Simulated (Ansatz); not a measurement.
# Rb2ScCuF6 (Fm-3m): how G0W0 depends on its starting point, part 2 of 2

How much of the starting functional survives in the G0W0 gap of Rb2ScCuF6 (Fm-3m)?

Ansatz 0.2.0; G0W0 on several functionals, plane waves, PAW. Known limits of the many-body steps: not at the basis limit; d shell near the gap, gap tends to lie low; no spin-orbit coupling.

So far. Step 2 (G0W0 on PBE): The gap on the mesh goes from 1.47 eV to 3.73 eV, a correction of +2.26 eV. The program marks an edge row as in doubt. Between the two edge states, bare exchange in place of the xc potential would open the gap by 14.67 eV, and correlation takes back 12.42 eV.

In doubt: masses and optical values from hybrid runs of this build are listed as unsure (steps 3, 4), which bears on the screening that GW takes from such a start; one-shot GW on d or f shells is unsure, so the values of those runs are not to be relied on.

**3. G0W0 on HSE06**

The same correction from a different start measures what one shot leaves open.

This step: G0W0 on HSE06, plane waves, PAW; PAW set soft_1.

The input, input.yaml:

```yaml
crystal:
  lattice:
    - [0.0, 4.3327955954, 4.3327955954]
    - [4.3327955954, 0.0, 4.3327955954]
    - [4.3327955954, 4.3327955954, 0.0]
  atoms:
    - { symbol: Rb, position: [0.75, 0.75, 0.75] }
    - { symbol: Rb, position: [0.25, 0.25, 0.25] }
    - { symbol: Sc, position: [0.0, 0.0, 0.0] }
    - { symbol: Cu, position: [0.5, 0.5, 0.5] }
    - { symbol: F, position: [0.76413725, 0.23586275, 0.23586275] }
    - { symbol: F, position: [0.23586275, 0.23586275, 0.76413725] }
    - { symbol: F, position: [0.23586275, 0.76413725, 0.76413725] }
    - { symbol: F, position: [0.23586275, 0.76413725, 0.23586275] }
    - { symbol: F, position: [0.76413725, 0.23586275, 0.76413725] }
    - { symbol: F, position: [0.76413725, 0.76413725, 0.23586275] }
kpoints:
  mp_grid: { grid: [4, 4, 4] }
hamiltonian:
  xc: hse06
  pseudopotentials: { kind: paw, azcp: { folder: soft_1 } }
scf:
  occupations: { method: fixed }
gw:
  n_empty_bands: 892
  ecut_chi: 180.0
  qp_bands: [v3, c3]
  qp_kpoints: band_edges
  screening: { model: contour_deformation }
```

Launch:

```sh
$ ansatz run input.yaml --threads 2 --pin off --max-ram 92160MiB --backend cuda --events-out ev --progress --plain --runs-dir out --devices 1 --max-vram 13GiB
```

Numbers of over 12 decimals in the logs are rounded to 6 here.

The program printed:

```text
GPUs: using 1 of 1 available (devices: 1).
[...]
davidson cushion auto → on  (no smearing: the cushion is to keep the highest requested band from converging to the state above it; pin scf.eigensolver.cushion to override)
[...]
GPU FFT provider: cuFFT
GPU libraries: cuBLAS 13.8.2, cuFFT 12.4.0, cuSOLVER 12.3.4
Crystal: 10 atoms, lattice volume = 162.680 Å³
Basis set: ecut = 420 eV, 3143 PW (Γ)
Bands: 55, of which v1, the nominal top of the filled ones, is band 45 counted from 1 (44 counted from 0)
Symmetry: 48 space group operations
[...]
k-points: 8 of 64
[...]
GPU buffer pool allocated for 91125 grid points (all kernels)
[...]
SCF iter   1: F=—  HF=-20172.085525 eV  |F-HF|=—  |Δ(HF+E_count)|=         —  Δρ=2.02e-1  dr2=5.22e1  ethr=1.00e-1  ⟨swp⟩=6.9  Hψ=1384  notcnv=0
[...]
SCF iter  11: F=-20158.128860 eV  HF=-20158.128868 eV  |F-HF|=8.17e-6  |Δ(HF+E_count)|=   6.16e-5  Δρ=7.46e-5  dr2=9.65e-6  ethr=2.84e-7  ⟨swp⟩=3.2  Hψ=1036  notcnv=0
SCF 1 stopped early in 11 iterations: F = -20158.128860 eV  dr2 = 9.65e-6
[...]
GPU FFT provider: cuFFT
GPU libraries: cuBLAS 13.8.2, cuFFT 12.4.0, cuSOLVER 12.3.4
[...]
GPU buffer pool allocated for 91125 grid points (all kernels)
[...]
Frozen-core exchange: fock
[...]
Internal energy: -20162.005937 eV  (E = F + TS)
E sigma→0 (E₀):  -20162.005937 eV
Fermi energy:    5.313128 eV
[...]
--- Band table (eV; the first three rows and the last of 8) ---
  k-point 0: bands = [... 41 lower, 4.8817, 4.8817, 5.1968, 5.1968, 9.0800, 10.0465, 10.0465, 10.0465, ... 1 higher]
  k-point 1: bands = [... 41 lower, 4.9015, 4.9015, 5.2549, 5.2549, 9.7051, 10.0520, 10.0606, 10.0606, ... 1 higher]
  k-point 2: bands = [... 41 lower, 4.9204, 4.9204, 5.3131, 5.3131, 10.0710, 10.0710, 10.0743, 10.6146, ... 1 higher]
  k-point 7: bands = [... 41 lower, 4.9172, 4.9369, 5.2092, 5.2727, 10.1117, 10.1117, 10.1477, 10.2463, ... 1 higher]
  guard bands above this table: 5 of the run's 55 bands. The solve was not asked for them (output.publish_guard_bands: true or output.eigenvalues: true publishes all)
[...]
0    43      4.8817   -45.3251     6.6824   -37.9681  0.7716     4.1998     4.2072  root
     0    44      5.1968   -46.6379     6.9516   -39.0881  0.7706     4.5929     4.5986  root
     0    45      5.1968   -46.6379     6.9516   -39.0881  0.7706     4.5929     4.5986  root
     0    46      9.0800    -6.5737    -3.3303   -10.7697  0.8837     9.9496     9.9458  root
     0    47     10.0465   -11.1168    -5.2115   -18.1317  0.8206    11.8906    11.8500  root
     0    48     10.0465   -11.1168    -5.2115   -18.1317  0.8206    11.8906    11.8500  root
     1    43      4.9015   -45.4614     6.7036   -38.0861  0.7717     4.2226     4.2299  root
     1    44      5.2549   -46.7710     6.9686   -39.2051  0.7717     4.6520     4.6575  root
[...]
7    45      5.2727   -46.8092     6.9722   -39.2402  0.7720     4.6703     4.6758  root
     7    46     10.1117   -11.1704    -5.3018   -18.2975  0.8183    11.9800    11.9371  root
     7    47     10.1117   -11.1704    -5.3018   -18.2975  0.8183    11.9800    11.9371  root
     7    48     10.1477   -11.3469    -5.2911   -18.4759  0.8173    12.0295    11.9856  root
[key lines of the parts left out:]
Free energy (F): -20162.005937 eV
```

The job ended after 2 min (1 × NVIDIA H100 80GB HBM3 (shared by 6 runs) with 2 threads of AMD EPYC 7R13 (Zen 3), shared host; peak memory 3.1 GiB).

This step gave:

| Item | Value |
| --- | --- |
| bands summed | 937 |
| RPA ε∞ on this mesh (eigenvalues) | 2.074, 2.074, 2.074 |
| plane waves in the screening matrix | 893 |
| q-points in the mesh | 64 |
| G0W0 gap on the mesh | 5.229 eV |
| k of the valence top | 0, 0, -0.5 |
| k of the conduction bottom | 0, 0, 0 |
| starting gap on the mesh | 3.767 eV |
| Z at the valence top | 0.7726 |
| Z at the conduction bottom | 0.8837 |
| least direct G0W0 gap on the computed points | 5.347 eV |

Against the run with 4×4×4 mesh, 892 empty bands, screening to 180 eV, PAW set soft_1 files on PBE, the gap moves by +1.50 eV, while the start moved by +2.30 eV.

**4. G0W0 on PBE0**

This step: G0W0 on PBE0, plane waves, PAW; PAW set soft_1.

input.yaml, as its differences from that of step 3:

```diff
@@ -19,3 +19,3 @@
 hamiltonian:
-  xc: hse06
+  xc: pbe0
   pseudopotentials: { kind: paw, azcp: { folder: soft_1 } }
```

The program printed:

```text
GPUs: using 1 of 1 available (devices: 1).
[...]
GPU FFT provider: cuFFT
GPU libraries: cuBLAS 13.8.2, cuFFT 12.4.0, cuSOLVER 12.3.4
Crystal: 10 atoms, lattice volume = 162.680 Å³
Basis set: ecut = 420 eV, 3143 PW (Γ)
Bands: 55, of which v1, the nominal top of the filled ones, is band 45 counted from 1 (44 counted from 0)
Symmetry: 48 space group operations
[...]
k-points: 8 of 64
[...]
1    43      4.4785   -45.4413     6.4911   -38.4627  0.7875     3.9879     3.9909  root
     1    44      4.8341   -46.7608     6.7625   -39.5841  0.7871     4.4179     4.4200  root
[...]
7    45      4.8523   -46.7987     6.7665   -39.6187  0.7873     4.4366     4.4387  root
     7    46     10.4911   -11.1580    -5.1086   -17.8854  0.8306    12.1360    12.1098  root
     7    47     10.4911   -11.1580    -5.1086   -17.8854  0.8306    12.1360    12.1098  root
     7    48     10.5281   -11.3382    -5.0968   -18.0665  0.8297    12.1863    12.1595  root
[key lines of the parts left out:]
Free energy (F): -20162.694312 eV
Fermi energy:    4.893653 eV
```

It took 2.1 min on 1 × NVIDIA H100 80GB HBM3 (shared by 6 runs) with 2 threads; peak memory 3.1 GiB.

This step gave:

* bands summed: 937
* RPA ε∞ on this mesh (eigenvalues): 2.020, 2.020, 2.020
* plane waves in the screening matrix: 893
* G0W0 gap on the mesh: 5.554 eV
* k of the valence top: 0, 0, -0.5
* k of the conduction bottom: 0, 0, 0
* starting gap on the mesh: 4.535 eV
* least direct G0W0 gap on the computed points: 5.675 eV

Against the run with 4×4×4 mesh, 892 empty bands, screening to 180 eV, PAW set soft_1 files on HSE06, the gap moves by +0.33 eV, while the start moved by +0.77 eV.

**5. Side by side**

All on the 4×4×4 mesh with 892 empty bands and screening to 180 eV. Times are wall times on 1 × NVIDIA H100 80GB HBM3 (shared by 6 runs) with 2 threads of AMD EPYC 7R13 (Zen 3), shared host, good to a factor of about two.

```csv
start,starting gap (eV),shift (eV),G0W0 gap (eV),RPA ε∞ (harmonic mean),"Z (valence, conduction)",time
PBE,1.47,+2.26,3.73,2.56,"0.66, 0.83",41 s
HSE06,3.77,+1.46,5.23,2.07,"0.77, 0.88",2 min
PBE0,4.53,+1.02,5.55,2.02,"0.79, 0.89",2.1 min
```

How the two edges are built up, in eV (the quasiparticle level is the starting level plus Σx plus Σc less Vxc):

```
  run               edge  start      Σx     Σc     Vxc     Z     QP
  PBE        valence top   6.98  -46.73   8.69  -36.74  0.66   5.69
  PBE  conduction bottom   8.45   -7.33  -3.72  -12.02  0.83   9.41
HSE06        valence top   5.31  -46.92   6.99  -39.33  0.77   4.72
HSE06  conduction bottom   9.08   -6.57  -3.33  -10.77  0.88   9.95
 PBE0        valence top   4.89  -46.90   6.78  -39.70  0.79   4.48
 PBE0  conduction bottom   9.43   -6.58  -3.24  -10.42  0.89  10.03
```

For a hybrid start, Vxc holds its share of exact exchange.

**6. Summary of results**

| Item | Value |
| --- | --- |
| G0W0@PBE | 3.73 eV (start 1.47 eV) |
| G0W0@HSE06 | 5.23 eV (start 3.77 eV) |
| G0W0@PBE0 | 5.55 eV (start 4.53 eV) |
| known limits | not at the basis limit; d shell near the gap, gap tends to lie low; no spin-orbit coupling |

What this shows: The starting gaps span 3.06 eV and the G0W0 gaps 1.83 eV. Between PBE and PBE0, 1.83 eV of the 3.06 eV survives, 60 %. PBE0 screens less than PBE (ε∞ 2.02 against 2.56). Of the 1.83 eV by which its G0W0 gap is higher, the correlation part gives +2.40 eV, and exchange with the one-particle terms, which follow the orbitals, −0.57 eV. The smallest correction, +1.02 eV, is on PBE0, the start nearest to reproducing itself. Bands and cutoff are finite, so the gap is not at the basis limit. The miss can reach some tenths of an eV and take either sign; the mesh is an error of its own. A d shell, filled or nearly so, lies near the gap. One-shot GW converges very slowly in bands there, not always from below, and on a semilocal start the gap tends to come out low; starts rich in exact exchange can overshoot instead. The many-body steps are scalar-relativistic: spin-orbit coupling is not in them. The program marks a band-edge row as in doubt, so the gap is less sure than its digits.

[Paths, hosts, dates, memory and timing lines, banners, echoed tables and standing remarks are left out of the program output.]

[Logs are printed without paths, hosts, clocks, repeated set-up lines and the standing remarks that a program may print on its own settings, such as how far it seeks lower states.]

[Runs of the session that timed out or met a known fault of the program may be left out.]

[Cells called generated may have been cut or substituted from an entry of the Crystallography Open Database or the Materials Project.]

[Hosts, paths, dates, database ids (printed as entryN), source tags and the programs' standing remarks are cut or masked in the printed files.]
